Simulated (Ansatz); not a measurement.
# InPd (Pm-3m): thermal expansion under pressure, part 2 of 3

How does compression alter the response of InPd to heat? The starting cell is a computed one from a database.

Ansatz 0.2.0; DFT PBE, scalar-relativistic, plane waves, PAW.

So far. Step 2 (A first coarse run): The start is under 3.9 GPa at this level and looks like a metal on this mesh. Step 4 (Tight relaxation): The residual pressure is 1.7e-4 GPa, small enough for phonons.

**5. Relaxation under pressure, pressure 2 GPa**

The study at pressure needs a start near its own equilibrium, so the cell is first relaxed to that pressure.

Contents of input.yaml:

```yaml
crystal:
  lattice:
    - [3.3050521869, 0.0, 0.0]
    - [0.0, 3.3050521869, 0.0]
    - [0.0, 0.0, 3.3050521869]
  atoms:
    - { symbol: In, position: [0.0, 0.0, 0.0] }
    - { symbol: Pd, position: [0.5, 0.5, 0.5] }
kpoints:
  mp_grid: { grid: [16, 16, 16] }
hamiltonian:
  xc: pbe
scf:
  occupations: { method: methfessel_paxton, width: 0.2 }
  lower_state_search: "off"
output:
  forces: true
  stress: true
  eigenvalues: true
relax:
  adjacent_minimum: "off"
  f_tol: 0.001
  max_steps: 60
  cell: { stress_tol: 0.05, p_target: 2.0 }
```

Command:

```
$ ansatz run input.yaml --threads 8 --pin off --max-ram 16384MiB --backend cpu --events-out ev --progress --plain --runs-dir out
```

Numbers of over 12 decimals in the logs are rounded to 6 here.

Log:

```text
[...]
Crystal: 2 atoms, lattice volume = 36.102 Å³
Basis set: ecut = 420 eV, 739 PW (Γ), exchange–correlation on 48×48×48 points (8 copies of the dense FFT grid, shifted against one another)
Bands: 20, of which v1, the nominal top of the filled ones, is band 16 counted from 1 (15 counted from 0)
Symmetry: 48 space group operations
[...]
k-points: 165 of 4096
[...]
k-point 164: bands = [... 12 lower, 14.8284, 14.8284, 16.3473, 20.2521, 20.2521, 20.2521, 20.8197, 20.8197]
--- Relaxed structure (4 steps of the walk, 3 accepted, 1 SCFs on fresh bases) ---
[...]
cell:  # Å, volume = 35.4831 Å³
    - [3.286048, 0, 0]
    - [0, 3.286048, 0.0]
    - [0, 0.0, 3.286048]
  atoms:
    - { symbol: In, position: [0, 0, 0] }
    - { symbol: Pd, position: [0.5, 0.5, 0.5] }
[key lines of the parts left out:]
SCF converged after 5 iterations
Free energy (F): -12571.667794 eV
Fermi energy:    16.505224 eV
P = ⅓ Tr σ = 2.0135 GPa (20.135 kbar)
```

The job ended after 4.5 s (8 threads of Arm Neoverse V1, shared host; peak memory 0.54 GiB).

The steps of the relaxation:

```
step  energy less that of the first step (eV)  largest force component (eV/Å)  pressure (GPa)  volume (Å³)
   1                                   0.0000                          0.0000            0.00        36.10
   2                                   0.0240                          0.0000            5.45        34.57
   3                                   0.0030                          0.0000            1.87        35.52
   4                                   0.0035                          0.0000            2.01        35.48
  5*                                   0.0038                          0.0000            2.01        35.48
```

Relaxation steps marked * repeat the geometry before them on a plane-wave basis chosen anew for their cell, so energy and pressure can jump there. Relaxation step 2 was tried and not accepted.

Forces are held to the 48 operations that the run works with; a distortion that breaks them can't arise in this run.

```csv
"conventional cell, symmetrised",before,after,change
a (Å),3.305,3.286,-0.6 %
b (Å),3.305,3.286,-0.6 %
c (Å),3.305,3.286,-0.6 %
volume (Å³/atom),18.05,17.74,-1.7 %
```

Final coordinates:

```cif
data_structure
_symmetry_space_group_name_H-M 'P 1'
_symmetry_Int_Tables_number 1
_cell_length_a 3.2860
_cell_length_b 3.2860
_cell_length_c 3.2860
_cell_angle_alpha 90.000
_cell_angle_beta 90.000
_cell_angle_gamma 90.000
_cell_volume 35.48
loop_
_atom_site_label
_atom_site_type_symbol
_atom_site_fract_x
_atom_site_fract_y
_atom_site_fract_z
_atom_site_occupancy
In1 In 0.00000 0.00000 0.00000 1
Pd2 Pd 0.50000 0.50000 0.50000 1
```

Numbers from this step:

* pressure: 2.013 GPa
* volume per atom: 17.74 Å³/atom

**6. Phonons on strained cells**

Thermal expansion follows from how the free energy of the vibrations (and of the electrons in a metal) changes with strain, so the program makes strained cells, their phonons and a fit in one run.

input.yaml, the sections that differ from step 5:

```yaml
crystal:
  lattice:
    - [3.286047671, 0.0, 0.0]
    - [0.0, 3.286047671, 0.0]
    - [0.0, 0.0, 3.286047671]
  atoms:
    - { symbol: In, position: [0.0, 0.0, 0.0] }
    - { symbol: Pd, position: [0.5, 0.5, 0.5] }
output:
  eigenvalues: true
phonons:
  method: dfpt
  qmesh: [4, 4, 4]
  temperatures: { t_max: 650.0, t_step: 50 }
  thermal_expansion: { pressure: 2.0 }
# kpoints, hamiltonian, scf: as in step 5
# relax: removed
```

Log:

```text
[...]
Crystal: 2 atoms, lattice volume = 35.483 Å³
Basis set: ecut = 487.2 eV, 847 PW (Γ), exchange–correlation on 48×48×48 points (8 copies of the dense FFT grid, shifted against one another)
Bands: 20, of which v1, the nominal top of the filled ones, is band 16 counted from 1 (15 counted from 0)
Symmetry: 48 space group operations
[...]
k-points: 165 of 4096
[...]
SCF iter   1: F=—  HF=-12571.670619 eV  |F-HF|=—  |Δ(HF+E_count)|=         —  Δρ=1.70e-3  dr2=9.94e-4  ethr=1.77e-3  ⟨swp⟩=5.1  Hψ=14533  notcnv=0
[...]
SCF iter   8: F=-12571.671055 eV  HF=-12571.671055 eV  |F-HF|=1.82e-12  |Δ(HF+E_count)|=  1.82e-11  S|Δr|=    0.00e0  Δρ=4.23e-8  dr2=5.39e-13  ethr=1.00e-12  ⟨swp⟩=6.8  Hψ=14922  notcnv=0
SCF 1 converged in 8 iterations: F = -12571.671055 eV  dr2 = 5.39e-13
[...]
relax step   1: F+E_penalty+E_count = -12571.67105496 eV  Δ(F+E_penalty+E_count) = +0.000e0 eV  max|allowed force component| = 2.136e-29 eV/Å  Δτ_max = 0.0000 Å  (8 SCF iters, accepted)
SCF converged after 8 iterations
[...]
Free energy (F): -12571.671055 eV
[...]
Internal energy: -12571.671088 eV  (E = F + TS)
E sigma→0 (E₀):  -12571.671063 eV
Entropy (-TS):   0.000033 eV (0.016 meV/atom)
Fermi energy:    16.504444 eV
[...]
--- Stress (GPa, compression-positive) ---
        1.989227       0.000000       0.000000
       -0.000000       1.989227       0.000000
        0.000000       0.000000       1.989227
  P = ⅓ Tr σ = 1.9892 GPa (19.892 kbar)
--- Band table (eV; the first three rows and the last of 165) ---
  k-point 0: bands = [... 12 lower, 14.2253, 14.2253, 14.2253, 20.6761, 20.6761, 20.6761, 25.7183, 26.9590]
  k-point 1: bands = [... 12 lower, 14.1788, 14.1788, 14.2226, 20.2118, 20.7993, 20.7993, 25.9526, 26.9377]
  k-point 2: bands = [... 12 lower, 14.0527, 14.0527, 14.2151, 19.1767, 21.1557, 21.1557, 26.1737, 26.8753]
  k-point 164: bands = [... 12 lower, 14.8277, 14.8277, 16.3470, 20.2511, 20.2511, 20.2511, 20.8184, 20.8184]
── thermal expansion: 3 new cells, 3 in all ──
thermal expansion: relaxation of cell 2
thermal expansion: relaxation of cell 3
── thermal expansion: 2 new cells, 5 in all ──
thermal expansion: relaxation of cell 4
thermal expansion: electrons of cell 4
thermal expansion: phonons of cell 4
WARN: thermal expansion, phonons of cell 4: eigensolver did not converge (k=17): 1 band(s) unlocked after 20 sweeps at ethr=1.00e-12 eV (lowest unlocked band 19, counted from 0; max residual 2.44e-6 eV among the unlocked bands, 2.44e-6 eV over every band)
thermal expansion: relaxation of cell 5
thermal expansion: electrons of cell 1
thermal expansion: electrons of cell 2
thermal expansion: electrons of cell 3
thermal expansion: electrons of cell 5
thermal expansion: phonons of cell 5
[...]
── thermal expansion: 5 new cells, 10 in all ──
thermal expansion: relaxation of cell 6
thermal expansion: relaxation of cell 7
thermal expansion: relaxation of cell 8
thermal expansion: relaxation of cell 9
thermal expansion: relaxation of cell 10
thermal expansion: electrons of cell 6
thermal expansion: electrons of cell 7
thermal expansion: electrons of cell 8
thermal expansion: electrons of cell 9
thermal expansion: electrons of cell 10
thermal expansion: phonons of cell 6
[...]
thermal expansion: phonons of cell 7
[...]
WARN: thermal expansion: eigensolver_not_converged in the phonons of 4 cells: 4, 5, 6, 7
--- Relaxed structure (1 steps of the walk, 1 accepted, 0 SCFs on fresh bases) ---
  F+E_penalty+E_count = -12571.67105496 eV   max|allowed force component| = 2.136e-29 eV/Å
  atoms:
    - { symbol: In, position: [0.0, 0.0, 0.0] }
    - { symbol: Pd, position: [0.5, 0.5, 0.5] }
--- Thermal expansion: 10 cells in 3 rounds, 2 GPa ---
  no lower state was looked for at cell 4: scf.lower_state_search: off
  without vibrations: a 3.28573, b 3.28573, c 3.28573 Å, V 35.4728 Å³, B 122.10 GPa
  at 0 K: a 3.29011, b 3.29011, c 3.29011 Å, V 35.6149 Å³, B 120.30 GPa
  zero-point expansion: a +0.133, b +0.133, c +0.133, V +0.400 %
      T/K        a/Å        b/Å        c/Å       V/Å³ | expansion of a, b, c, V (1e-6/K)   | that of V in the mean from 25 °C | C_P, C_V (J/mol K of the cell) | B_T, B_S (GPa)
     0.00    3.29011    3.29011    3.29011    35.6149 |    0.00    0.00    0.00    0.00 |   48.82 |     0.000     0.000 |   120.30   120.30
   100.00    3.29325    3.29325    3.29325    35.7168 |   16.81   16.81   16.81   50.43 |   59.23 |    42.315    41.674 |   117.17   118.97
   200.00    3.29943    3.29943    3.29943    35.9185 |   20.10   20.10   20.10   60.29 |   62.71 |    49.723    47.958 |   112.22   116.35
   298.15    3.30623    3.30623    3.30623    36.1409 |   21.78   21.78   21.78   65.33 |       - |    52.386    49.421 |   107.05   113.47
   350.00    3.31004    3.31004    3.31004    36.2659 |   22.60   22.60   22.60   67.80 |   66.68 |    53.470    49.808 |   104.20   111.86
   450.00    3.31780    3.31780    3.31780    36.5216 |   24.28   24.28   24.28   72.83 |   69.37 |    55.459    50.291 |    98.45   108.57
   550.00    3.32618    3.32618    3.32618    36.7990 |   26.21   26.21   26.21   78.64 |   72.29 |    57.574    50.613 |    92.34   105.04
   650.00    3.33529    3.33529    3.33529    37.1022 |   28.58   28.58   28.58   85.75 |   75.59 |    60.026    50.865 |    85.79   101.24
  the static fit leaves 0.002 meV an atom of the energies and, of the stresses, 0.001 GPa of each cell's largest along a strain (root mean squares over the cells), whose Pulay part it has at -0.040 GPa
  vibrations' free energy: its fit passes through its cells
  the electrons' free energy at temperature is in it; its fit leaves 0.0420 meV an atom at the most
  free energies summed between the sampled wave vectors
  estimated error of the fitted expansion in any direction: up to 0.068e-6/K, at 650 K, with few degrees of freedom (an estimate, not a bound: it was exceeded on models of known expansion)
  by sums over the sampled wave vectors an expansion of the volume parts by up to 0.84e-6/K
  by a static energy of one degree less an expansion of the volume parts by up to 0.46e-6/K
  the FFT grids of the static calculations differ: 24 × 24 × 24, 25 × 25 × 25
  eigensolver_not_converged in the phonons of 4 cells: 4, 5, 6, 7
```

Run time: 41 min. Hardware: 8 threads; peak memory 4.9 GiB.

This step gave:

```
pressure                                         : 1.989 GPa
volume expansion coefficient at 298 K            : 65.33 1e-6/K
C_P at 298 K                                     : 26.19 J/mol-atom/K
entropy at 298 K                                 : 47.02 J/mol-atom/K
isothermal bulk modulus at 298 K                 : 107.0 GPa
Grüneisen parameter at 298 K                     : 3.080
volume at 298 K                                  : 18.07 Å³/atom
principal linear expansion coefficients at 298 K : 21.78, 21.78, 21.78 1e-6/K
```

Strained cells of the study; zero-point energy where phonons were solved; the pressures are stresses at a fixed cutoff and can carry an offset from the finite basis. Expansion cells, by row:

```
cell  |a| (Å)  |b| (Å)  |c| (Å)  V (Å³/atom)  E - E_lowest (meV/atom)  pressure, compression positive (GPa)  gap (eV)  zero-point energy (meV/atom)
   1    3.286    3.286    3.286        17.74                    1.843                                  1.95         -                             -
   2    3.312    3.312    3.312        18.17                    0.262                                -0.772         -                             -
   3     3.26     3.26     3.26        17.32                    11.04                                 5.087         -                             -
   4    3.286    3.286    3.286        17.75                    1.779                                 1.914         -                         18.86
   5    3.303    3.303    3.303        18.01                        0                                 0.168         -                         18.06
   6    3.328    3.328    3.328        18.43                    2.655                                -2.216         -                         16.86
   7    3.349    3.349    3.349        18.78                    9.389                                -3.943         -                          15.9
   8    3.254    3.254    3.254        17.22                    14.46                                 5.906         -                             -
   9     3.27     3.27     3.27        17.48                    6.537                                 3.824         -                             -
  10    3.376    3.376    3.376        19.24                    23.24                                -5.846         -                             -
```

Quasi-harmonic; a, b, c are the run's own cell vectors. Expansion, by row:

| T (K) | a (Å) | b (Å) | c (Å) | alpha (deg) | beta (deg) | gamma (deg) | cell volume (Å³/cell) | alpha_a (1e-6/K) | alpha_b (1e-6/K) | alpha_c (1e-6/K) | alpha_V (1e-6/K) | C_P (J/mol-atom/K) | C_V (J/mol-atom/K) | S (J/mol-atom/K) | B_T (GPa) | B_S (GPa) | Grueneisen | extrapolation | fit error (1e-6/K) |
| --- | --- | --- | --- | --- | --- | --- | --- | --- | --- | --- | --- | --- | --- | --- | --- | --- | --- | --- | --- |
| 0 | 3.29 | 3.29 | 3.29 | 90 | 90 | 90 | 35.61 | 0 | 0 | 0 | 0 | 0 | 0 | 0 | 120.3 | 120.3 | - | 0 | 0 |
| 50 | 3.291 | 3.291 | 3.291 | 90 | 90 | 90 | 35.64 | 10.98 | 10.98 | 10.98 | 32.93 | 13.57 | 13.5 | 8.437 | 119.4 | 120 | 3.125 | 0 | 0.01 |
| 100 | 3.293 | 3.293 | 3.293 | 90 | 90 | 90 | 35.72 | 16.81 | 16.81 | 16.81 | 50.43 | 21.16 | 20.84 | 20.7 | 117.2 | 119 | 3.05 | 0 | 0.01 |
| 150 | 3.296 | 3.296 | 3.296 | 90 | 90 | 90 | 35.81 | 18.91 | 18.91 | 18.91 | 56.74 | 23.67 | 23.07 | 29.83 | 114.7 | 117.7 | 3.043 | 0 | 0.02 |
| 200 | 3.299 | 3.299 | 3.299 | 90 | 90 | 90 | 35.92 | 20.1 | 20.1 | 20.1 | 60.29 | 24.86 | 23.98 | 36.82 | 112.2 | 116.3 | 3.052 | 0 | 0.02 |
| 250 | 3.303 | 3.303 | 3.303 | 90 | 90 | 90 | 36.03 | 21 | 21 | 21 | 62.99 | 25.62 | 24.44 | 42.45 | 109.6 | 114.9 | 3.065 | 0 | 0.03 |
| 298.1 | 3.306 | 3.306 | 3.306 | 90 | 90 | 90 | 36.14 | 21.78 | 21.78 | 21.78 | 65.33 | 26.19 | 24.71 | 47.02 | 107 | 113.5 | 3.08 | 0 | 0.03 |
| 300 | 3.306 | 3.306 | 3.306 | 90 | 90 | 90 | 36.15 | 21.81 | 21.81 | 21.81 | 65.42 | 26.21 | 24.72 | 47.18 | 107 | 113.4 | 3.081 | 0 | 0.03 |
| 350 | 3.31 | 3.31 | 3.31 | 90 | 90 | 90 | 36.27 | 22.6 | 22.6 | 22.6 | 67.8 | 26.73 | 24.9 | 51.26 | 104.2 | 111.9 | 3.098 | 0 | 0.04 |
| 400 | 3.314 | 3.314 | 3.314 | 90 | 90 | 90 | 36.39 | 23.41 | 23.41 | 23.41 | 70.24 | 27.23 | 25.04 | 54.86 | 101.4 | 110.2 | 3.116 | 0 | 0.04 |
| 450 | 3.318 | 3.318 | 3.318 | 90 | 90 | 90 | 36.52 | 24.28 | 24.28 | 24.28 | 72.83 | 27.73 | 25.14 | 58.1 | 98.45 | 108.6 | 3.136 | 0 | 0.05 |
| 500 | 3.322 | 3.322 | 3.322 | 90 | 90 | 90 | 36.66 | 25.2 | 25.2 | 25.2 | 75.61 | 28.24 | 25.23 | 61.05 | 95.45 | 106.8 | 3.157 | 0 | 0.06 |
| 550 | 3.326 | 3.326 | 3.326 | 90 | 90 | 90 | 36.8 | 26.21 | 26.21 | 26.21 | 78.64 | 28.79 | 25.31 | 63.76 | 92.34 | 105 | 3.18 | 0 | 0.06 |
| 600 | 3.331 | 3.331 | 3.331 | 90 | 90 | 90 | 36.95 | 27.33 | 27.33 | 27.33 | 82 | 29.37 | 25.37 | 66.29 | 89.12 | 103.2 | 3.204 | 0 | 0.05 |
| 650 | 3.335 | 3.335 | 3.335 | 90 | 90 | 90 | 37.1 | 28.58 | 28.58 | 28.58 | 85.75 | 30.01 | 25.43 | 68.67 | 85.79 | 101.2 | 3.231 | 0 | 0.07 |

Table of expansion coefficient by temperature; values in 1e-6/K:

```
temperature (K)  volume  principal 1
              0       0            0
             50    32.9         11.0
            100    50.4         16.8
            150    56.7         18.9
            200    60.3         20.1
            250    63.0           21
            298    65.3         21.8
            300    65.4         21.8
            350    67.8         22.6
            400    70.2         23.4
            450    72.8         24.3
            500    75.6         25.2
            550    78.6         26.2
            600      82         27.3
            650    85.8         28.6
```

At 298 K the volume expansion is 65.3 × 10⁻⁶/K and B_T is 107 GPa. The program raised the cutoff to 487.2 eV by itself: with no cutoff typed, the study takes about 1.16 times the default for its relaxations and scales it with the volume for the phonons.

**7. Relaxation under pressure, pressure 10 GPa**

The study at pressure needs a start near its own equilibrium, so the cell is first relaxed to that pressure.

input.yaml, the sections that differ from step 6:

```yaml
crystal:
  lattice:
    - [3.3050521869, 0.0, 0.0]
    - [0.0, 3.3050521869, 0.0]
    - [0.0, 0.0, 3.3050521869]
  atoms:
    - { symbol: In, position: [0.0, 0.0, 0.0] }
    - { symbol: Pd, position: [0.5, 0.5, 0.5] }
output:
  forces: true
  stress: true
  eigenvalues: true
relax:
  adjacent_minimum: "off"
  f_tol: 0.001
  max_steps: 60
  cell: { stress_tol: 0.05, p_target: 10.0 }
# kpoints, hamiltonian, scf: as in step 6
# phonons: removed
```

Log:

```text
[...]
Crystal: 2 atoms, lattice volume = 36.102 Å³
Basis set: ecut = 420 eV, 739 PW (Γ), exchange–correlation on 48×48×48 points (8 copies of the dense FFT grid, shifted against one another)
Bands: 20, of which v1, the nominal top of the filled ones, is band 16 counted from 1 (15 counted from 0)
Symmetry: 48 space group operations
[...]
k-points: 165 of 4096
[...]
k-point 164: bands = [... 12 lower, 15.9672, 15.9672, 17.8081, 21.5513, 21.5513, 21.5513, 22.2689, 22.2689]
--- Relaxed structure (5 steps of the walk, 4 accepted, 1 SCFs on fresh bases) ---
[...]
cell:  # Å, volume = 33.5645 Å³
    - [3.225721, 0, 0]
    - [0, 3.225721, 0]
    - [0, 0, 3.225721]
  atoms:
    - { symbol: In, position: [0, 0, 0] }
    - { symbol: Pd, position: [0.5, 0.5, 0.5] }
[key lines of the parts left out:]
SCF converged after 6 iterations
Free energy (F): -12571.598607 eV
Fermi energy:    17.764149 eV
P = ⅓ Tr σ = 10.0293 GPa (100.293 kbar)
```

Elapsed: 5.6 s, on 8 threads; peak memory 0.47 GiB.

Relaxation path:

```csv
step,energy less that of the first step (eV),largest force component (eV/Å),pressure (GPa),volume (Å³)
1,0.0000,0.0000,0.00,36.10
2,0.3378,0.0000,25.57,31.08
3,0.0497,0.0000,8.13,33.95
4,0.0758,0.0000,10.34,33.50
5,0.0716,0.0000,10.00,33.56
6*,0.0730,0.0000,10.03,33.56
```

Relaxation steps marked * repeat the geometry before them on a plane-wave basis chosen anew for their cell, so energy and pressure can jump there. Relaxation step 2 was tried and not accepted.

The run keeps the 48 symmetry operations that it works with, so distortions that break them were not tested.

```csv
"conventional cell, symmetrised",before,after,change
a (Å),3.305,3.226,-2.4 %
b (Å),3.305,3.226,-2.4 %
c (Å),3.305,3.226,-2.4 %
volume (Å³/atom),18.05,16.78,-7.0 %
```

Final coordinates:

```
In Pd
1.0
     3.22572    0.00000    0.00000
     0.00000    3.22572    0.00000
     0.00000    0.00000    3.22572
In Pd
1 1
Direct
  0.00000 0.00000 0.00000
  0.50000 0.50000 0.50000
```

Numbers from this step:

| Quantity | Value |
| --- | --- |
| pressure | 10.03 GPa |
| volume per atom | 16.78 Å³/atom |

The cell shrank by 7.0 % in volume.

(Part 2 of 3 ends here.)

[Logs are printed without paths, hosts, clocks, repeated set-up lines and the standing remarks that a program may print on its own settings, such as how far it seeks lower states.]

[Hosts, paths, dates, database ids (printed as entryN), source tags and the programs' standing remarks are cut or masked in the printed files.]

[A step with changed settings may run another functional than the one named; its input shows which.]
